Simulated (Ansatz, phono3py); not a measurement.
# KBr (Fm-3m): solver, mesh and scattering choices in phono3py, part 3 of 5

Aim: with force constants in hand, see how mesh, solver, isotopes and boundaries change the conductivity of KBr.

Experimental results on record:
- thermal conductivity 3.4 W/m/K near room temperature (given in “Combining the AFLOW GIBBS and Elastic Libraries to efficiently and robustly screen thermo-mechanical properties of solids”, 2017, arXiv:1611.05714)
- thermal conductivity 3.4 W/m/K near room temperature (given in “Predicting the lattice thermal conductivity of solids by solving the Boltzmann transport equation: AFLOW - AAPL an automated, accurate and efficient framework”, 2017, arXiv:1611.05481)

phono3py 4.10.0; DFT LDA, scalar-relativistic, plane waves, PAW; phono3py on Ansatz's force constants.

So far, κ at 300 K (W/m/K): step 2 (relaxation-time solution) 5.11; step 11 (q-mesh of the transport sums 25×25×25) 5.11; step 12 (q-mesh of the transport sums 31×31×31) 5.13; step 14 (boundary mean free path 0.01 micrometre) 1.93; step 15 (boundary mean free path 100 micrometre) 5.11.

## (16) Direct solution of the linearised equation, third order supercell 3×3×3, supercell 6×6×6

Solving the linearised equation directly keeps the heat that normal processes pass on between modes; it is dearer, so the mesh may be smaller.

File phono3py.yaml:

```yaml
phono3py:
  version: "4.10.0"
  frequency_unit_conversion_factor: 15.633302
  symmetry_tolerance: 1.00000e-05

physical_unit:
  atomic_mass: "AMU"
  length: "angstrom"

space_group:
  type: "Fm-3m"
  number: 225
  Hall_symbol: "-F 4 2 3"

primitive_matrix:
- [  1.000000000000000,  0.000000000000000,  0.000000000000000 ]
- [  0.000000000000000,  1.000000000000000,  0.000000000000000 ]
- [  0.000000000000000,  0.000000000000000,  1.000000000000000 ]

supercell_matrix:
- [   3,   0,   0 ]
- [   0,   3,   0 ]
- [   0,   0,   3 ]

# [primitive_cell block left out]
unit_cell:
  lattice:
  - [     0.000000000000000,     3.185800612700000,     3.185800612700000 ] # a
  - [     3.185800612700000,     0.000000000000000,     3.185800612700000 ] # b
  - [     3.185800612700000,     3.185800612700000,     0.000000000000000 ] # c
  points:
  - symbol: K # 1
    coordinates: [  0.000000000000000,  0.000000000000000,  0.000000000000000 ]
    mass: 39.098300
    reduced_to: 1
  - symbol: Br # 2
    coordinates: [  0.500000000000000,  0.500000000000000,  0.500000000000000 ]
    mass: 79.904000
    reduced_to: 2

# [supercell block left out]
phonon_supercell_matrix:
- [   6,   0,   0 ]
- [   0,   6,   0 ]
- [   0,   0,   6 ]

# [phonon_primitive_cell block left out]
# [phonon_supercell block left out]
nac:
  born_effective_charge:
  - # 1 (K)
    - [  1.101574671078254,  0.000000000000000,  0.000000000000000 ]
    - [  0.000000000000000,  1.101574671078254,  0.000000000000000 ]
    - [  0.000000000000000,  0.000000000000000,  1.101574671078254 ]
  - # 2 (Br)
    - [ -1.101574671078254,  0.000000000000000,  0.000000000000000 ]
    - [  0.000000000000000, -1.101574671078254,  0.000000000000000 ]
    - [  0.000000000000000,  0.000000000000000, -1.101574671078254 ]
  dielectric_constant:
    - [  2.758116852883250,  0.000000000000000,  0.000000000000000 ]
    - [  0.000000000000000,  2.758116852883250,  0.000000000000000 ]
    - [  0.000000000000000,  0.000000000000000,  2.758116852883250 ]
  unit_conversion_factor: 14.399645
```

Started as:

```
$ phono3py phono3py.yaml --mesh 17 17 17 --lbte --isotope --ts 100 300
```

The log of the run:

```text
[banner, memory and clock lines left out]
Rust backend (phonors) using rayon (16 threads).
Running in phono3py.load mode.
Spglib version 2.8.0
----------------------------- General settings -----------------------------
Run mode: conductivity-LBTE
HDF5 data compression filter: gzip
Crystal structure was read from "phono3py.yaml".
Supercell (dim): [3 3 3]
Phonon supercell (dim-fc2): [6 6 6]
Primitive matrix:
  [1. 0. 0.]
  [0. 1. 0.]
  [0. 0. 1.]
Spacegroup: Fm-3m (225)
Use -v option to watch primitive cell, unit cell, and supercell structures.
NAC parameters were read from "phono3py.yaml".
fc3 was read from "fc3.hdf5".
fc2 was read from "fc2.hdf5".
----------------------------- Force constants ------------------------------
Max drift of fc3: -0.00000000 (zzz) -0.00000000 (zzz) -0.00000000 (zzz)
Max drift of fc2: 0.00000000 (xx) 0.00000000 (xx)
--------------------------- Calculation settings ---------------------------
Non-analytical term correction (NAC): True
NAC unit conversion factor:  14.39964
BZ integration: Tetrahedron-method
Temperatures: 100.0  300.0
Cutoff frequency: 0.01
Mesh sampling: [ 17 17 17 ]
Generating grid system ... [ 17 17 17 ]
fc3-r2q-transformation over three atoms: True
--------------------------- Phonon calculations ----------------------------
  PRB 50, 13035(R) (1994), PRB 55, 10355 (1997)
  G-cutoff distance: 1.03, Number of G-points: 307, Lambda: 0.18
Running harmonic phonon calculations...
------------------- Lattice thermal conductivity (LBTE) -------------------
Running heat capacity calculations...
Running velocity calculations...
Running isotope scattering calculations with tetrahedron method...
======================= Grid point 0 (1/165) =======================
q-point: ( 0.00  0.00  0.00)
Boundary mean free path (millimeter): 1000.000
Mass variance parameters: 1.64e-04 1.56e-04
Number of triplets: 165
Frequency     group velocity (x, y, z)     |gv|
  -0.000   (   0.000    0.000    0.000)    0.000
   0.000   (   0.000    0.000    0.000)    0.000
   0.000   (   0.000    0.000    0.000)    0.000
   3.895   (   0.000    0.000    0.000)    0.000
   3.895   (   0.000    0.000    0.000)    0.000
   3.895   (   0.000    0.000    0.000)    0.000
======================= Grid point 1 (2/165) =======================
q-point: ( 0.06  0.00  0.00)
Boundary mean free path (millimeter): 1000.000
Mass variance parameters: 1.64e-04 1.56e-04
Number of triplets: 489
Frequency     group velocity (x, y, z)     |gv|
   0.372   ( -13.371   13.371   13.371)   23.159
   0.372   ( -13.371   13.371   13.371)   23.159
   0.475   ( -17.050   17.050   17.050)   29.531
   3.883   (   0.873   -0.873   -0.873)    1.512
   3.883   (   0.873   -0.873   -0.873)    1.512
   5.149   (   0.859   -0.859   -0.859)    1.488
[162 grid points left out]
======================= Grid point 1322 (165/165) =======================
q-point: ( 0.71  0.47  0.24)
Boundary mean free path (millimeter): 1000.000
Mass variance parameters: 1.64e-04 1.56e-04
Number of triplets: 1305
Frequency     group velocity (x, y, z)     |gv|
   1.701   (  -0.000    8.864    0.987)    8.918
   1.813   (   0.000   -8.072   -6.129)   10.135
   2.523   (  -0.000    5.860   -0.288)    5.868
   3.644   (   0.000   -2.998    0.387)    3.023
   4.130   (  -0.000    2.110    0.315)    2.133
   4.147   (   0.000   -2.009    0.863)    2.187
=================== End of collection of collisions ===================
- Collision matrix shape (1, 2, 165, 6, 3, 165, 6, 3)
- Averaging collision matrix elements by phonon degeneracy [0.065s]
- Making collision matrix symmetric (Rust) [0.006s]
Diagonalize by scipy.linalg.lapack.dsyev sum=2.3e+01 d=-7.1e-15 [47.245s]
Pinv by ignoring 842/2970 dims under abs(eig)<1.0e-08 (np.dot) [0.010s]
----------- Thermal conductivity (W/m-k) with tetrahedron method -----------
#  T(K)        xx         yy         zz         yz         xz         xy
  100.0      17.164     17.164     17.164      0.000     -0.000      0.000
  (RTA)      16.187     16.187     16.187     -0.000      0.000      0.000
Diagonalize by scipy.linalg.lapack.dsyev sum=6.6e+01 d=-1.4e-14 [47.097s]
Pinv by ignoring 842/2970 dims under abs(eig)<1.0e-08 (np.dot) [0.010s]
#  T(K)        xx         yy         zz         yz         xz         xy
  300.0       5.444      5.444      5.444     -0.000     -0.000      0.000
  (RTA)       5.113      5.113      5.113     -0.000      0.000      0.000
Thermal conductivity related properties were written into
"kappa-m171717.hdf5".
Eigenvalues of collision matrix were written into "coleigs-m171717.hdf5"
Summary of calculation was written in "phono3py.yaml".
```

Elapsed: 1.9 min, on 16 threads of Arm Neoverse N1, shared host; peak memory 0.28 GiB; 4.5 min of CPU time.

This step gave:

| Property | Result |
| --- | --- |
| κ at 300 K | 5.444 W/m/K |
| κ xx, yy, zz at 300 K | 5.444, 5.444, 5.444 W/m/K |

W/m/K. Kappa, by row:

| T (K) | xx | yy | zz | yz | xz | xy | RTA mean |
| --- | --- | --- | --- | --- | --- | --- | --- |
| 100 | 17.16 | 17.16 | 17.16 | 0 | 0 | 0 | 16.19 |
| 300 | 5.444 | 5.444 | 5.444 | 0 | 0 | 0 | 5.113 |

κ at 300 K goes from 5.11 in the base run to 5.44 W/(m K).

## (17) Adding coherences, third order supercell 3×3×3, supercell 6×6×6

Close branches can carry heat by tunnelling between them, which the particle picture leaves out.

phono3py.yaml is that of step 16.

Started as:

```
$ phono3py phono3py.yaml --mesh 17 17 17 --br --isotope --tt smm19 --ts 100 150 200 300 400 500
```

The log of the run:

```text
[banner, memory and clock lines left out]
Rust backend (phonors) using rayon (16 threads).
Running in phono3py.load mode.
Spglib version 2.8.0
----------------------------- General settings -----------------------------
Run mode: conductivity-RTA
HDF5 data compression filter: gzip
Crystal structure was read from "phono3py.yaml".
Supercell (dim): [3 3 3]
Phonon supercell (dim-fc2): [6 6 6]
Primitive matrix:
  [1. 0. 0.]
  [0. 1. 0.]
  [0. 0. 1.]
Spacegroup: Fm-3m (225)
Use -v option to watch primitive cell, unit cell, and supercell structures.
NAC parameters were read from "phono3py.yaml".
fc3 was read from "fc3.hdf5".
fc2 was read from "fc2.hdf5".
----------------------------- Force constants ------------------------------
Max drift of fc3: -0.00000000 (zzz) -0.00000000 (zzz) -0.00000000 (zzz)
Max drift of fc2: 0.00000000 (xx) 0.00000000 (xx)
--------------------------- Calculation settings ---------------------------
Non-analytical term correction (NAC): True
NAC unit conversion factor:  14.39964
BZ integration: Tetrahedron-method
Temperature:  100.0  150.0  200.0  300.0  400.0 ... 500.0
Cutoff frequency: 0.01
Mesh sampling: [ 17 17 17 ]
Generating grid system ... [ 17 17 17 ]
fc3-r2q-transformation over three atoms: True
Optional transport type: SMM19
--------------------------- Phonon calculations ----------------------------
  PRB 50, 13035(R) (1994), PRB 55, 10355 (1997)
  G-cutoff distance: 1.03, Number of G-points: 307, Lambda: 0.18
Running harmonic phonon calculations...
-------------------- Lattice thermal conductivity (RTA) --------------------
Running heat capacity calculations...
Running velocity calculations...
Running isotope scattering calculations with tetrahedron method...
======================= Grid point 0 (1/165) =======================
q-point: ( 0.00  0.00  0.00)
Boundary mean free path (millimeter): 1000.000
Mass variance parameters: 1.64e-04 1.56e-04
Number of triplets: 165
Frequency     group velocity (x, y, z)     |gv|
  -0.000   (   0.000    0.000    0.000)    0.000
   0.000   (   0.000    0.000    0.000)    0.000
   0.000   (   0.000    0.000    0.000)    0.000
   3.895   (   0.000    0.000    0.000)    0.000
   3.895   (   0.000    0.000    0.000)    0.000
   3.895   (   0.000    0.000    0.000)    0.000
======================= Grid point 1 (2/165) =======================
q-point: ( 0.06  0.00  0.00)
Boundary mean free path (millimeter): 1000.000
Mass variance parameters: 1.64e-04 1.56e-04
Number of triplets: 489
Frequency     group velocity (x, y, z)     |gv|
   0.372   ( -13.371   13.371   13.371)   23.159
   0.372   ( -13.371   13.371   13.371)   23.159
   0.475   ( -17.050   17.050   17.050)   29.531
   3.883   (   0.873   -0.873   -0.873)    1.512
   3.883   (   0.873   -0.873   -0.873)    1.512
   5.149   (   0.859   -0.859   -0.859)    1.488
[162 grid points left out]
======================= Grid point 1322 (165/165) =======================
q-point: ( 0.71  0.47  0.24)
Boundary mean free path (millimeter): 1000.000
Mass variance parameters: 1.64e-04 1.56e-04
Number of triplets: 1305
Frequency     group velocity (x, y, z)     |gv|
   1.701   (  -0.000    8.864    0.987)    8.918
   1.813   (   0.000   -8.072   -6.129)   10.135
   2.523   (  -0.000    5.860   -0.288)    5.868
   3.644   (   0.000   -2.998    0.387)    3.023
   4.130   (  -0.000    2.110    0.315)    2.133
   4.147   (   0.000   -2.009    0.863)    2.187
=================== End of collection of collisions ===================
----------- Thermal conductivity (W/m-k) with tetrahedron method -----------
#          T(K)        xx         yy         zz         yz         xz         xy
K_intra   100.0      16.187     16.187     16.187     -0.000      0.000      0.000
K_intra   150.0      10.410     10.410     10.410     -0.000      0.000      0.000
K_intra   200.0       7.720      7.720      7.720     -0.000      0.000      0.000
K_intra   300.0       5.113      5.113      5.113     -0.000      0.000      0.000
K_intra   400.0       3.829      3.829      3.829     -0.000      0.000      0.000
K_intra   500.0       3.062      3.062      3.062     -0.000      0.000      0.000

K_inter   100.0       0.052      0.052      0.052     -0.000      0.000      0.000
K_inter   150.0       0.050      0.050      0.050     -0.000      0.000      0.000
K_inter   200.0       0.053      0.053      0.053     -0.000      0.000      0.000
K_inter   300.0       0.061      0.061      0.061     -0.000      0.000      0.000
K_inter   400.0       0.069      0.069      0.069     -0.000      0.000      0.000
K_inter   500.0       0.077      0.077      0.077     -0.000      0.000      0.000

K_TOT     100.0      16.239     16.239     16.239     -0.000      0.000      0.000
K_TOT     150.0      10.460     10.460     10.460     -0.000      0.000      0.000
K_TOT     200.0       7.773      7.773      7.773     -0.000      0.000      0.000
K_TOT     300.0       5.174      5.174      5.174     -0.000      0.000      0.000
K_TOT     400.0       3.898      3.898      3.898     -0.000      0.000      0.000
K_TOT     500.0       3.139      3.139      3.139     -0.000      0.000      0.000

Thermal conductivity related properties were written into
"kappa-m171717.hdf5".
Summary of calculation was written in "phono3py.yaml".
```

Wall time 18 s (16 threads); peak memory 0.21 GiB.

Numbers from this step:

* κ at 300 K: 5.174 W/m/K
* κ xx, yy, zz at 300 K: 5.174, 5.174, 5.174 W/m/K

W/m/K. Kappa, by row:

| T (K) | xx | yy | zz | yz | xz | xy | intra mean | inter mean |
| --- | --- | --- | --- | --- | --- | --- | --- | --- |
| 100 | 16.24 | 16.24 | 16.24 | 0 | 0 | 0 | 16.19 | 0.05192 |
| 150 | 10.46 | 10.46 | 10.46 | 0 | 0 | 0 | 10.41 | 0.05018 |
| 200 | 7.773 | 7.773 | 7.773 | 0 | 0 | 0 | 7.72 | 0.05291 |
| 300 | 5.174 | 5.174 | 5.174 | 0 | 0 | 0 | 5.113 | 0.06096 |
| 400 | 3.898 | 3.898 | 3.898 | 0 | 0 | 0 | 3.829 | 0.06923 |
| 500 | 3.139 | 3.139 | 3.139 | 0 | 0 | 0 | 3.062 | 0.07685 |

κ at 300 K goes from 5.11 in the base run to 5.17 W/(m K).

## (18) Gaussian smearing, third order supercell 3×3×3, supercell 6×6×6

A Gaussian replaces the tetrahedron method for energy conservation; its width must match the mesh.

phono3py.yaml is that of step 17.

Started as:

```
$ phono3py phono3py.yaml --mesh 17 17 17 --br --isotope --sigma 0.03 --ts 100 300
```

The log of the run:

```text
[banner, memory and clock lines left out]
Rust backend (phonors) using rayon (16 threads).
Running in phono3py.load mode.
Spglib version 2.8.0
----------------------------- General settings -----------------------------
Run mode: conductivity-RTA
HDF5 data compression filter: gzip
Crystal structure was read from "phono3py.yaml".
Supercell (dim): [3 3 3]
Phonon supercell (dim-fc2): [6 6 6]
Primitive matrix:
  [1. 0. 0.]
  [0. 1. 0.]
  [0. 0. 1.]
Spacegroup: Fm-3m (225)
Use -v option to watch primitive cell, unit cell, and supercell structures.
NAC parameters were read from "phono3py.yaml".
fc3 was read from "fc3.hdf5".
fc2 was read from "fc2.hdf5".
----------------------------- Force constants ------------------------------
Max drift of fc3: -0.00000000 (zzz) -0.00000000 (zzz) -0.00000000 (zzz)
Max drift of fc2: 0.00000000 (xx) 0.00000000 (xx)
--------------------------- Calculation settings ---------------------------
Non-analytical term correction (NAC): True
NAC unit conversion factor:  14.39964
BZ integration: Smearing=0.03
Temperature:  100.0  300.0
Cutoff frequency: 0.01
Mesh sampling: [ 17 17 17 ]
Generating grid system ... [ 17 17 17 ]
fc3-r2q-transformation over three atoms: True
--------------------------- Phonon calculations ----------------------------
  PRB 50, 13035(R) (1994), PRB 55, 10355 (1997)
  G-cutoff distance: 1.03, Number of G-points: 307, Lambda: 0.18
Running harmonic phonon calculations...
-------------------- Lattice thermal conductivity (RTA) --------------------
Running heat capacity calculations...
Running velocity calculations...
Running isotope scattering calculations sigma=0.03...
======================= Grid point 0 (1/165) =======================
q-point: ( 0.00  0.00  0.00)
Boundary mean free path (millimeter): 1000.000
Mass variance parameters: 1.64e-04 1.56e-04
Number of triplets: 165
Frequency     group velocity (x, y, z)     |gv|
  -0.000   (   0.000    0.000    0.000)    0.000
   0.000   (   0.000    0.000    0.000)    0.000
   0.000   (   0.000    0.000    0.000)    0.000
   3.895   (   0.000    0.000    0.000)    0.000
   3.895   (   0.000    0.000    0.000)    0.000
   3.895   (   0.000    0.000    0.000)    0.000
======================= Grid point 1 (2/165) =======================
q-point: ( 0.06  0.00  0.00)
Boundary mean free path (millimeter): 1000.000
Mass variance parameters: 1.64e-04 1.56e-04
Number of triplets: 489
Frequency     group velocity (x, y, z)     |gv|
   0.372   ( -13.371   13.371   13.371)   23.159
   0.372   ( -13.371   13.371   13.371)   23.159
   0.475   ( -17.050   17.050   17.050)   29.531
   3.883   (   0.873   -0.873   -0.873)    1.512
   3.883   (   0.873   -0.873   -0.873)    1.512
   5.149   (   0.859   -0.859   -0.859)    1.488
[162 grid points left out]
======================= Grid point 1322 (165/165) =======================
q-point: ( 0.71  0.47  0.24)
Boundary mean free path (millimeter): 1000.000
Mass variance parameters: 1.64e-04 1.56e-04
Number of triplets: 1305
Frequency     group velocity (x, y, z)     |gv|
   1.701   (  -0.000    8.864    0.987)    8.918
   1.813   (   0.000   -8.072   -6.129)   10.135
   2.523   (  -0.000    5.860   -0.288)    5.868
   3.644   (   0.000   -2.998    0.387)    3.023
   4.130   (  -0.000    2.110    0.315)    2.133
   4.147   (   0.000   -2.009    0.863)    2.187
=================== End of collection of collisions ===================
----------- Thermal conductivity (W/m-k) for sigma=0.03 -----------
#  T(K)        xx         yy         zz         yz         xz         xy
  100.0      16.361     16.361     16.361     -0.000     -0.000      0.000
  300.0       5.166      5.166      5.166     -0.000     -0.000      0.000

Thermal conductivity related properties and sigma 0.03
were written into "kappa-m171717-s0.03.hdf5".
Summary of calculation was written in "phono3py.yaml".
```

Run time: 16 s. Hardware: 16 threads; peak memory 0.21 GiB; 2.5 min of CPU time.

Numbers from this step:

```
κ at 300 K            : 5.166 W/m/K
κ xx, yy, zz at 300 K : 5.166, 5.166, 5.166 W/m/K
```

W/m/K. Kappa, by row:

| T (K) | xx | yy | zz | yz | xz | xy |
| --- | --- | --- | --- | --- | --- | --- |
| 100 | 16.36 | 16.36 | 16.36 | 0 | 0 | 0 |
| 300 | 5.166 | 5.166 | 5.166 | 0 | 0 | 0 |

With a width of 0.03 THz κ at 300 K is 5.17 W/(m K), +1.0 % from the tetrahedron value.

## (19) Gaussian smearing, third order supercell 3×3×3, supercell 6×6×6 (run 2)

A Gaussian replaces the tetrahedron method for energy conservation; its width must match the mesh.

phono3py.yaml is that of step 18.

Started as:

```
$ phono3py phono3py.yaml --mesh 17 17 17 --br --isotope --sigma 0.4 --ts 100 300
```

The log of the run:

```text
[banner, memory and clock lines left out]
Rust backend (phonors) using rayon (16 threads).
Running in phono3py.load mode.
Spglib version 2.8.0
----------------------------- General settings -----------------------------
Run mode: conductivity-RTA
HDF5 data compression filter: gzip
Crystal structure was read from "phono3py.yaml".
Supercell (dim): [3 3 3]
Phonon supercell (dim-fc2): [6 6 6]
Primitive matrix:
  [1. 0. 0.]
  [0. 1. 0.]
  [0. 0. 1.]
Spacegroup: Fm-3m (225)
Use -v option to watch primitive cell, unit cell, and supercell structures.
[...]
Number of triplets: 1305
Frequency     group velocity (x, y, z)     |gv|
[...]
4.130   (  -0.000    2.110    0.315)    2.133
   4.147   (   0.000   -2.009    0.863)    2.187
=================== End of collection of collisions ===================
----------- Thermal conductivity (W/m-k) for sigma=0.4 -----------
#  T(K)        xx         yy         zz         yz         xz         xy
  100.0      15.075     15.075     15.075     -0.000      0.000      0.000
  300.0       4.741      4.741      4.741     -0.000      0.000      0.000

Thermal conductivity related properties and sigma 0.4
were written into "kappa-m171717-s0.4.hdf5".
Summary of calculation was written in "phono3py.yaml".
```

It took 16 s on 16 threads; peak memory 0.21 GiB; 2.5 min of CPU time.

Numbers from this step:

* κ at 300 K: 4.741 W/m/K
* κ xx, yy, zz at 300 K: 4.741, 4.741, 4.741 W/m/K

With a width of 0.4 THz κ at 300 K is 4.74 W/(m K), -7.3 % from the tetrahedron value; a width this large blurs energy conservation.

For the κ at 300 K, step 18 gave 5.17 W/m/K; this run, with sigma 0.4 THz, gives 4.74 W/m/K (-8 %).

(Continued in part 4 of 5.)

[Logs are printed without paths, hosts, clocks, repeated set-up lines and the standing remarks that a program may print on its own settings, such as how far it seeks lower states.]

[Hosts, paths, dates, database ids (printed as entryN), source tags and the programs' standing remarks are cut or masked in the printed files.]

[A step with changed settings may run another functional than the one named; its input shows which.]
